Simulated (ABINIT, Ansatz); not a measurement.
# Be3N2 (R3m): bands and cutoff in G0W0 with ABINIT, part 2 of 2

What does each rung of G0W0 on Be3N2 (R3m) cost, and what does it buy?

ABINIT 10.8.3; LDA and many-body steps on it, plane waves. Known limits of the many-body steps: not at the basis limit.

So far. Step 3 (Screening, 4×4×4 mesh, 23 bands, screening to 76.2 eV): Local fields lower ε∞ by 5 %. Step 4 (23 bands, 76.2 eV): The gap on the mesh goes from 2.73 eV to 4.30 eV, a correction of +1.57 eV.

## Step 6: 52 bands, 141.5 eV

This step: G0W0 on LDA, plane waves, norm-conserving pseudopotentials.

Contents of run.abi:

```
acell 3*1.0 Angstrom
rprim 
  1.419805055509 0.819724830995 4.866215662800
  -1.419805055509 0.819724830995 4.866215662800
  -0.000000000000 -1.639449661990 4.866215662800
ntypat 2
znucl 4 7
natom 5
typat 1 1 1 2 2
xred 
  0.859001080000 0.859001080000 0.859001080000
  0.317694560000 0.317694560000 0.317694560000
  0.088806770000 0.088806770000 0.088806770000
  0.204162680000 0.204162680000 0.204162680000
  0.708434910000 0.708434910000 0.708434910000
pp_dirpath "pseudos"
pseudos "Be.upf, N.upf"
ecut 38
ngkpt 4 4 4
nshiftk 1
shiftk 0 0 0
kptopt 1
chksymbreak 0
istwfk *1
occopt 1
irdwfk 1
optdriver 4
nband 52
gwcalctyp 0
ecutsigx 38
symsigma 1
nkptgw 2
kptgw 
  0.0000000000 0.0000000000 0.0000000000
  0.5000000000 0.5000000000 0.0000000000
bdgw 
  10 13
  10 13
ecuteps 5.2
irdscr 1
ppmodel 1
indata_prefix "in"
outdata_prefix "out"
tmpdata_prefix "tmp"
```

Launch:

```
$ OMP_NUM_THREADS=1 mpirun -n 4 abinit run.abi > log
```

Log:

```text
.Version 10.8.3 of ABINIT. v10.8.2 released Aug 2026.

 Symmetries : space group R3 m (#160); Bravais hR (rhombohedral)
[... echo of the input left out ...]
== DATASET  1 ==================================================================
-   mpi_nproc: 4, omp_nthreads: 1 (-1 if OMP is not activated)

--- !DatasetInfo
iteration_state: {dtset: 1, }
dimensions: {natom: 5, nkpt: 13, mband: 52, nsppol: 1, nspinor: 1, nspden: 1, mpw: 2590, }
cutoff_energies: {ecut:  38.0, pawecutdg:  -1.0, }
electrons: {nelect:   2.20000000E+01, charge:   0.00000000E+00, occopt:   1.00000000E+00, tsmear:   1.00000000E-02, }

 SIGMA: Calculation of the GW corrections

 Based on a program developped by R.W. Godby, V. Olevano, G. Onida, and L. Reining.
 Incorporated in ABINIT by V. Olevano, G.-M. Rignanese, and M. Torrent.
.Using double precision arithmetic ; gwpc =  8

[... cell and pseudopotentials left out ...]
--------------------------------------------------------------------------------

 ==== K-mesh for the wavefunctions ====
 Number of points in the irreducible wedge :    13
[... list of points left out ...]
 Together with  6 symmetry operations and time-reversal symmetry
 yields    64 points in the full Brillouin Zone.

 ==== Q-mesh for screening function ====
 Number of points in the irreducible wedge :    13
[... list of points left out ...]
 Together with  6 symmetry operations and time-reversal symmetry
 yields    64 points in the full Brillouin Zone.

 vcoul_init : cutoff-mode = AUXILIARY_FUNCTION
 q-points for optical limit:   1
     1)      0.000010    0.000020    0.000030
 setmesh: FFT mesh size selected  =    54x   54x   54
          total number of points  =       157464

 Number of electrons calculated from density =   22.0000; Expected =   22.0000
[...]
number of omega for Sigma on real axis              0
 max omega for Sigma on real axis  [eV]           0.00
 zcut for avoiding poles [eV]                     0.10

 EPSILON^-1 parameters (SCR file):
 dimension of the eps^-1 matrix on file            129
 dimension of the eps^-1 matrix used               129
 number of plane-waves for wavefunctions          2557
 number of bands                                    52
 number of q-points in IBZ                          13
 number of frequencies                               2
 number of real frequencies                          1
 number of imag frequencies                          1

 matrix elements of self-energy operator (all in [eV])

 Perturbative Calculation

--- !SelfEnergy_ee
iteration_state: {dtset: 1, }
kpoint     : [   0.000,    0.000,    0.000, ]
spin       : 1
KS_gap     :    6.136
QP_gap     :    7.716
Delta_QP_KS:    1.580
data: !SigmaeeData |
     Band     E0 <VxcDFT>   SigX SigC(E0)      Z dSigC/dE  Sig(E)    E-E0       E
       10   5.933 -17.556 -21.694   3.619   0.807  -0.239 -17.975  -0.419   5.514
       11   5.933 -17.556 -21.694   3.619   0.807  -0.239 -17.975  -0.419   5.514
       12  12.069 -13.924  -8.230  -4.281   0.821  -0.217 -12.764   1.160  13.229
[...]
--- !SelfEnergy_ee
iteration_state: {dtset: 1, }
kpoint     : [   0.500,    0.500,    0.000, ]
spin       : 1
KS_gap     :    3.792
QP_gap     :    5.251
Delta_QP_KS:    1.459
data: !SigmaeeData |
     Band     E0 <VxcDFT>   SigX SigC(E0)      Z dSigC/dE  Sig(E)    E-E0       E
[...]
12   8.664 -11.330  -6.467  -3.657   0.844  -0.185 -10.313   1.018   9.682
       13  13.575 -11.850  -5.860  -4.316   0.842  -0.188 -10.441   1.409  14.984

== END DATASET(S) ==============================================================
================================================================================

 -outvars: echo values of variables after computation  --------
           etotal      0.0000000000E+00
            nband          52
             nkpt          13
          spgroup         160
 [... the other variables as echoed above ...]

 Calculation completed.
```

Run time: 5.3 s. Hardware: 4 MPI ranks of Arm Neoverse V2, shared host; peak memory 0.67 GiB.

This step gave:

```yaml
g0w0_gap_on_the_points_computed: 4.168 eV
starting_gap_on_the_mesh: 2.731 eV
k_of_the_valence_top: 0, 0, 0
k_of_the_conduction_bottom: 0.5, 0.5, 0
z_at_the_valence_top: 0.807
z_at_the_conduction_bottom: 0.844
least_direct_g0w0_gap_on_the_computed_points: 5.251 eV
```

Against G0W0 in ABINIT (4×4×4 mesh, 23 bands, screening to 76.2 eV, Godby-Needs plasmon pole), the gap moves by −0.132 eV.

## Step 7: Screening, 4×4×4 mesh, 112 bands, screening to 217.7 eV

This step: RPA screening on LDA, plane waves, norm-conserving pseudopotentials.

Edit run.abi of step 6 so:

```diff
@@ -26,17 +26,8 @@
 irdwfk 1
-optdriver 4
-nband 52
-gwcalctyp 0
-ecutsigx 38
-symsigma 1
-nkptgw 2
-kptgw 
-  0.0000000000 0.0000000000 0.0000000000
-  0.5000000000 0.5000000000 0.0000000000
-bdgw 
-  10 13
-  10 13
-ecuteps 5.2
-irdscr 1
-ppmodel 1
+optdriver 3
+nband 112
+ecuteps 8
+inclvkb 2
+awtr 1
+symchi 1
 indata_prefix "in"
```

Log:

```text
.Version 10.8.3 of ABINIT. v10.8.2 released Aug 2026.

 Symmetries : space group R3 m (#160); Bravais hR (rhombohedral)
[... echo of the input left out ...]
== DATASET  1 ==================================================================
-   mpi_nproc: 4, omp_nthreads: 1 (-1 if OMP is not activated)

--- !DatasetInfo
iteration_state: {dtset: 1, }
dimensions: {natom: 5, nkpt: 13, mband: 112, nsppol: 1, nspinor: 1, nspden: 1, mpw: 2590, }
cutoff_energies: {ecut:  38.0, pawecutdg:  -1.0, }
[...]
--------------------------------------------------------------------------------
[... chi0 elements left out ...]
 For q-point:  0.000010 0.000020 0.000030
  dielectric constant =   4.7590
  dielectric constant without local fields =   5.1856

  Average fulfillment of the sum rule on Im[epsilon] for q-point    1 :     79.75  [%]
[... wings left out ...]
  q-point number  2        q = ( 0.250000, 0.000000, 0.000000) [r.l.u.]
--------------------------------------------------------------------------------
[... chi0 elements left out ...]
  Average fulfillment of the sum rule on Im[epsilon] for q-point    2 :     85.22  [%]

 [... 11 further q-points ...]
```

The job ended after 2 min (4 MPI ranks; peak memory 2.3 GiB; 7.9 min of CPU time).

This step gave:

```yaml
eps_infinity_with_local_fields_on_this_mesh_along_the_program_s_q_direction: 4.759
the_same_without_local_fields: 5.186
plasma_frequency: 29.88 eV
plane_waves_in_the_screening_matrix: 239
```

## Step 8: 112 bands, 217.7 eV

This step: G0W0 on LDA, plane waves, norm-conserving pseudopotentials.

Edit run.abi of step 7 so:

```diff
@@ -26,8 +26,17 @@
 irdwfk 1
-optdriver 3
+optdriver 4
 nband 112
+gwcalctyp 0
+ecutsigx 38
+symsigma 1
+nkptgw 2
+kptgw 
+  0.0000000000 0.0000000000 0.0000000000
+  0.5000000000 0.5000000000 0.0000000000
+bdgw 
+  10 13
+  10 13
 ecuteps 8
-inclvkb 2
-awtr 1
-symchi 1
+irdscr 1
+ppmodel 1
 indata_prefix "in"
```

Log:

```text
.Version 10.8.3 of ABINIT. v10.8.2 released Aug 2026.

 Symmetries : space group R3 m (#160); Bravais hR (rhombohedral)
[... echo of the input left out ...]
== DATASET  1 ==================================================================
-   mpi_nproc: 4, omp_nthreads: 1 (-1 if OMP is not activated)

--- !DatasetInfo
iteration_state: {dtset: 1, }
dimensions: {natom: 5, nkpt: 13, mband: 112, nsppol: 1, nspinor: 1, nspden: 1, mpw: 2590, }
cutoff_energies: {ecut:  38.0, pawecutdg:  -1.0, }
[...]
Band     E0 <VxcDFT>   SigX SigC(E0)      Z dSigC/dE  Sig(E)    E-E0       E
[...]
12   8.664 -11.330  -6.467  -3.951   0.842  -0.188 -10.563   0.768   9.432
       13  13.575 -11.850  -5.860  -4.686   0.839  -0.191 -10.756   1.095  14.670

== END DATASET(S) ==============================================================
================================================================================

 -outvars: echo values of variables after computation  --------
           etotal      0.0000000000E+00
            nband         112
             nkpt          13
          spgroup         160
 [... the other variables as echoed above ...]

 Calculation completed.
```

Wall time 14 s (4 MPI ranks); peak memory 2 GiB; 55 s of CPU time.

This step gave:

```
G0W0 gap on the points computed              : 4.296 eV
starting gap on the mesh                     : 2.731 eV
k of the valence top                         : 0, 0, 0
k of the conduction bottom                   : 0.5, 0.5, 0
least direct G0W0 gap on the computed points : 5.353 eV
```

Against G0W0 in ABINIT (4×4×4 mesh, 52 bands, screening to 141.5 eV, Godby-Needs plasmon pole), the gap moves by +0.128 eV.

## Step 9: Side by side

Times are wall times on 4 MPI ranks of Arm Neoverse V2, shared host, good to a factor of about two. A run's time includes the screening step that it read.

```tsv
run	mesh	bands	screening cutoff (eV)	DFT gap (eV)	gap on the mesh (eV)	direct (eV)	ε∞ used	time
23 bands, 76.2 eV	4×4×4	23	76.2	2.731	4.300	5.427	4.79	13 s
52 bands, 141.5 eV	4×4×4	52	141.5	2.731	4.168	5.251	4.76	49 s
112 bands, 217.7 eV	4×4×4	112	217.7	2.731	4.296	5.353	4.76	2.2 min
```

## Step 10: Results

- 23 bands, 76.2 eV: 4.300 eV
- 52 bands, 141.5 eV: 4.168 eV
- 112 bands, 217.7 eV: 4.296 eV
- known limits: not at the basis limit

**Reading.** From the first rung to the last the gap moves by −0.004 eV for 9.8 times the time. The gap turns back along the series, so no limit is drawn from it. In the G0W0 runs levels were corrected at 2 k points alone, so a gap called «on the mesh» is the least over those, and an edge elsewhere would be missed.

[Paths, hosts, dates, memory and timing lines, banners, echoed tables and standing remarks are left out of the program output.]

[Logs are printed without paths, hosts, clocks, repeated set-up lines and the standing remarks that a program may print on its own settings, such as how far it seeks lower states.]

[Runs of the session that timed out or met a known fault of the program may be left out.]

[Hosts, paths, dates, database ids (printed as entryN), source tags and the programs' standing remarks are cut or masked in the printed files.]

[G0W0 gaps are taken among the corrected bands and points alone; a level outside them can change the order at an edge.]

[Where Ansatz stands beside ABINIT at settings called matched, ABINIT's density can come from a denser mesh and the files from another edition; pairs whose starting gaps differed by over 0.03 eV were left out, so agreement reads better than it is.]
